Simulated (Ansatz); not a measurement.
# Series on Cu34Fe29Al37 (at. %), by quench rate

Does a slower quench leave a cell of lower energy?

Computed with Ansatz 0.2.0: Kohn-Sham DFT, LDA, PAW (set soft_2). Every run is a single point, with the atoms held where the recipe put them (cutoff of the plane-wave runs 420 eV, fermi-dirac smearing of 0.1 eV, spin polarised).

First member: 73 atoms (25 Cu, 21 Fe, 27 Al) placed at random at 5.2 g/cm³, melted at 2000 K for 10 ps at fixed volume with the MEAM Al-Si-Mg-Cu-Fe potential (Jelinek et al., Phys. Rev. B 85, 245102 (2012)). Quenched from 2000 K to 300 K at 10 K/ps and zero pressure, held 5 ps, then minimised at fixed cell.

Last member: 73 atoms (25 Cu, 21 Fe, 27 Al) placed at random at 5.2 g/cm³, melted at 2000 K for 10 ps at fixed volume with the MEAM Al-Si-Mg-Cu-Fe potential (Jelinek et al., Phys. Rev. B 85, 245102 (2012)). Quenched from 2000 K to 300 K at 1000 K/ps and zero pressure, held 5 ps, then minimised at fixed cell.

The members:

| quench rate (K/ps) | reduced formula | atoms | valence electrons | k-mesh | basis | density (g/cm³) |
| --- | --- | --- | --- | --- | --- | --- |
| 10 | Al27Fe21Cu25 | 73 | 892 | 2×2×2 | plane waves | 5.61 |
| 30 | Al27Fe21Cu25 | 73 | 892 | 2×2×2 | plane waves | 5.52 |
| 100 | Al27Fe21Cu25 | 73 | 892 | 2×2×2 | plane waves | 5.46 |
| 300 | Al27Fe21Cu25 | 73 | 892 | 2×2×2 | plane waves | 5.39 |
| 1000 | Al27Fe21Cu25 | 73 | 892 | 2×2×2 | plane waves | 5.44 |

Each cell is one sample from a classical run, so sample-to-sample scatter enters every column.

The input of the first member, without its atom lines; other members have their own cell and atoms, and may differ in mesh, basis and outputs:

```yaml
crystal:
  lattice:
    - [10.10745, 0.0, 0.0]
    - [0.0, 10.10745, 0.0]
    - [0.0, 0.0, 10.10745]
  atoms:
    [... 73 lines ...]
magnetization:
  spin_polarized: true
kpoints:
  mp_grid: { grid: [2, 2, 2] }
hamiltonian:
  xc: lda
scf:
  occupations: { method: fermi_dirac, width: 0.1 }
output:
  forces: true
  stress: true
  populations: true
  dos:
    method: { smearing: { sigma: 0.15 } }
    de: 0.1
    projected: { site_lists: { Al: [Al], Cu: [Cu], Fe: [Fe] } }
  eigenvalues: true
  write_density: true
  write_potential: true
  volumetric_format: npy
```

Results:

```csv
quench rate (K/ps),energy less the first member's (meV/atom),pressure (GPa),r.m.s. force (eV/Å),moment (μB)
10,0.0,-15.9,0.271,36.5
30,91.8,-14.1,0.334,39.3
100,140.9,-13.2,0.316,41.2
300,133.3,-13.9,0.305,39.3
1000,157.8,-13.6,0.351,40.6
```

Bonds in each cell, which the recipe sets and DFT didn't move; cutoffs follow each cell's own g(r) within set bounds (mean length in Å, and neighbours of the second kind about the first):

```csv
quench rate (K/ps),Al-Fe length,Al-Fe count
10,2.601,4.82
30,2.588,4.22
100,-,-
300,-,-
1000,2.585,4.00
```

Cost:

```
quench rate (K/ps)  atoms        basis  k-mesh  SCF cycles     time  host memory (GiB)                                          hardware
                10     73  plane waves   2×2×2          30   13 min                 11                      8 threads of Arm Neoverse V1
                30     73  plane waves   2×2×2          30   14 min                 11                      8 threads of Arm Neoverse V1
               100     73  plane waves   2×2×2          29   13 min                 11                      8 threads of Arm Neoverse V1
               300     73  plane waves   2×2×2          30    8 min                 11  8 threads of Intel Xeon 6975P-C (Granite Rapids)
              1000     73  plane waves   2×2×2          27  7.1 min                 11  8 threads of Intel Xeon 6975P-C (Granite Rapids)
```

Times include the outputs that each run asked for, on hosts shared with other jobs.

**Reading.** The energy against the first member is lowest at 10 K/ps (0.0 meV/atom) and highest at 1000 K/ps (157.8 meV/atom), rising overall but not at every step; each member is a single configuration. The slowest quench gives the lowest energy. The pressure is lowest at 10 K/ps (-16 GPa) and highest at 100 K/ps (-13 GPa). The cells differ in volume and aren't at zero pressure, which adds to their energy differences. The cells at 10, 30 and 1000 K/ps partly crystallised in the classical run, so the series mixes kinds of structure.

Caveats: The network of bonds at the start is that of the classical potential that made the cell, and needn't be the one that DFT or experiment would give. The cells aren't relaxed by DFT, which could reorder their energies. The starting order of the moments was set by the recipe and needn't be the real material's. Even the slowest of these quenches is many orders faster than a laboratory quench. The classical runs held zero pressure, yet DFT finds pressures over 8 GPa in size in some cells, from the potential's density and bond lengths or from this functional's own volume.

[Logs are printed without paths, hosts, clocks, repeated set-up lines and the standing remarks that a program may print on its own settings, such as how far it seeks lower states.]

[Hosts, paths, dates, database ids (printed as entryN), source tags and the programs' standing remarks are cut or masked in the printed files.]
